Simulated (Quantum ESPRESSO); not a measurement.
**Fixed-spin-moment curve of MnSi**

Wanted: E(M) for MnSi from a parallel start.

Program: Quantum ESPRESSO 7.5. Level of theory: PBE; plane waves with GBRV 1.5 PBE potentials, no spin-orbit coupling. Results are calculated unless marked as measured.

Report form: the programs' logs are mostly left out.

### 1. Starting point

The structure is cubic, space group P2_13 (No. 198). The conventional cell has a = 4.558 Å, b = 4.558 Å, c = 4.558 Å, α = 90.00°, β = 90.00°, γ = 90.00°. Mn has 7 Si at 2.31 to 2.55 Å nearest. Nearest to Si lie 7 Mn at 2.31 to 2.55 Å. Farther neighbours are not listed.

The lattice constants were typed from memory of published values and not checked against a source.

### 2. The free run

The input, pw.in:

```
&CONTROL
  calculation = 'scf'
  prefix = 'pwscf'
  outdir = './tmp'
  pseudo_dir = './pseudo'
  disk_io = 'nowf'
/
&SYSTEM
  ibrav = 0
  celldm(1) = 8
  nat = 8
  ntyp = 2
  ecutwfc = 40
  ecutrho = 280
  nbnd = 57
  occupations = 'smearing'
  smearing = 'fd'
  degauss = 0.00367493
  nspin = 2
  starting_magnetization(1) = 0.2333
  starting_magnetization(2) = 0
/
&ELECTRONS
  conv_thr = 1.6d-08
  electron_maxstep = 150
  mixing_beta = 0.3
/
ATOMIC_SPECIES
Mn     54.9380 mn_pbe_v1.5.uspp.F.UPF
Si     28.0850 si_pbe_v1.uspp.F.UPF
CELL_PARAMETERS alat
   1.0766714595055    0.0000000000000    0.0000000000000
   0.0000000000000    1.0766714595055    0.0000000000000
   0.0000000000000    0.0000000000000    1.0766714595055
ATOMIC_POSITIONS crystal
Mn      0.1370000000    0.1370000000    0.1370000000
Mn      0.6370000000    0.3630000000    0.8630000000
Mn      0.8630000000    0.6370000000    0.3630000000
Mn      0.3630000000    0.8630000000    0.6370000000
Si      0.8450000000    0.8450000000    0.8450000000
Si      0.3450000000    0.6550000000    0.1550000000
Si      0.1550000000    0.3450000000    0.6550000000
Si      0.6550000000    0.1550000000    0.3450000000
K_POINTS automatic
8 8 8 0 0 0
```

Run with:

```sh
$ OMP_NUM_THREADS=1 mpirun -n 4 pw.x -nk 4 -in pw.in > pw.out
```

The job ended after 2.8 min (4 MPI ranks of Intel Xeon at 2.70GHz, shared host; peak memory 0.72 GiB; 11 min of CPU time).

Spin moment in the atom's sphere by atom:

```csv
atom,spin moment in the atom's sphere (μB)
Mn1,1.02
Mn2,1.02
Mn3,1.02
Mn4,1.02
Si5,-0.05
Si6,-0.05
Si7,-0.05
Si8,-0.05
```

Numbers from this step:

| Quantity | Value |
| --- | --- |
| smearing term TS | 0.03538 eV |
| magnetization | 3.974 μB |
| absolute magnetization | 4.691 μB |
| final state | ferromagnetic |

### 3. Moment fixed at 0 μB

The two spin channels are filled to separate Fermi energies, so that the total moment meets the target. Half of the up one less the down one is the slope dE/dM.

pw.in, as its differences from that of step 2:

```diff
@@ -14,3 +14,3 @@
   ecutrho = 280
-  nbnd = 57
+  nbnd = 54
   occupations = 'smearing'
@@ -19,4 +19,5 @@
   nspin = 2
-  starting_magnetization(1) = 0.2333
+  starting_magnetization(1) = 0.0117
   starting_magnetization(2) = 0
+  tot_magnetization = 0
 /
```

Elapsed: 1.8 min, on 4 MPI ranks; peak memory 0.7 GiB.

Numbers from this step:

- magnetization: 0 μB
- absolute magnetization: 0 μB
- half the difference of the two Fermi energies: 0 meV
- largest moment: 0 μB

### 4. Moment fixed at 0.579 μB

pw.in, as its differences from that of step 3:

```diff
@@ -21,3 +21,3 @@
   starting_magnetization(2) = 0
-  tot_magnetization = 0
+  tot_magnetization = 0.579
 /
```

It took 2.1 min on 4 MPI ranks; peak memory 0.69 GiB; 8.4 min of CPU time.

Spin moment in the atom's sphere by atom:

```csv
atom,spin moment in the atom's sphere (μB)
Mn1,0.153
Mn2,0.153
Mn3,0.153
Mn4,0.153
Si5,-0.008
Si6,-0.008
Si7,-0.008
Si8,-0.008
```

Read from the output:

* magnetization: 0.579 μB
* absolute magnetization: 0.713 μB
* half the difference of the two Fermi energies: -31.8 meV

### 5. Moment fixed at 1.159 μB

pw.in, as its differences from that of step 4:

```diff
@@ -19,5 +19,5 @@
   nspin = 2
-  starting_magnetization(1) = 0.0117
+  starting_magnetization(1) = 0.0193
   starting_magnetization(2) = 0
-  tot_magnetization = 0.579
+  tot_magnetization = 1.159
 /
```

The job ended after 1.8 min (4 MPI ranks; peak memory 0.63 GiB; 7.2 min of CPU time).

Numbers from this step:

- magnetization: 1.159 μB
- absolute magnetization: 1.424 μB
- half the difference of the two Fermi energies: -59.8 meV
- largest moment: 0.3063 μB

### 6. The curve

The runs not shown differ in the target, the start and the number of states alone. The point at 3.97 μB is the free run, entered with slope zero.

Table of energy over the lowest by total spin moment:

```csv
total spin moment (μB a cell),energy over the lowest (meV a cell)
0.00,259
0.58,249
1.16,223
1.74,182
2.32,131
2.90,74.8
3.48,23.4
3.97,0
4.06,1.33
4.64,36.1
5.21,78.1
5.79,122
6.37,171
```

The dE/dM by total spin moment:

```csv
total spin moment (μB a cell),dE/dM (meV/μB)
0.00,-0.0294
0.58,-31.8
1.16,-59.8
1.74,-79.7
2.32,-93.9
2.90,-97.7
3.48,-73.6
3.97,0
4.06,30.7
4.64,70.6
5.21,74.0
5.79,79.0
6.37,88.1
```

Largest site moment against total spin moment:

```csv
total spin moment (μB a cell),largest site moment (μB)
0.00,2.5e-5
0.58,0.153
1.16,0.306
1.74,0.458
2.32,0.609
2.90,0.757
3.48,0.901
3.97,1.02
4.06,1.04
4.64,1.19
5.21,1.34
5.79,1.48
6.37,1.63
```

### 7. Summary of results

- moment of the free run: 3.97 μB a cell
- energy at zero total moment: 259 meV a cell over the lowest

What this shows: At zero total moment the site moments vanish, so the 259 meV a cell is the energy of forming them. The points show one minimum alone. All runs start parallel; opposed orders may lie lower.

[Logs and program files are shortened in this print: banners, set-up blocks, solver, clock and traceback lines can be left out without a mark of their own.]

[Logs are printed without paths, hosts, clocks, repeated set-up lines and the standing remarks that a program may print on its own settings, such as how far it seeks lower states.]

[Hosts, paths, dates, database ids (printed as entryN), source tags and the programs' standing remarks are cut or masked in the printed files.]

[Where a cell is said to come from a database of computed structures, the database is the Materials Project.]
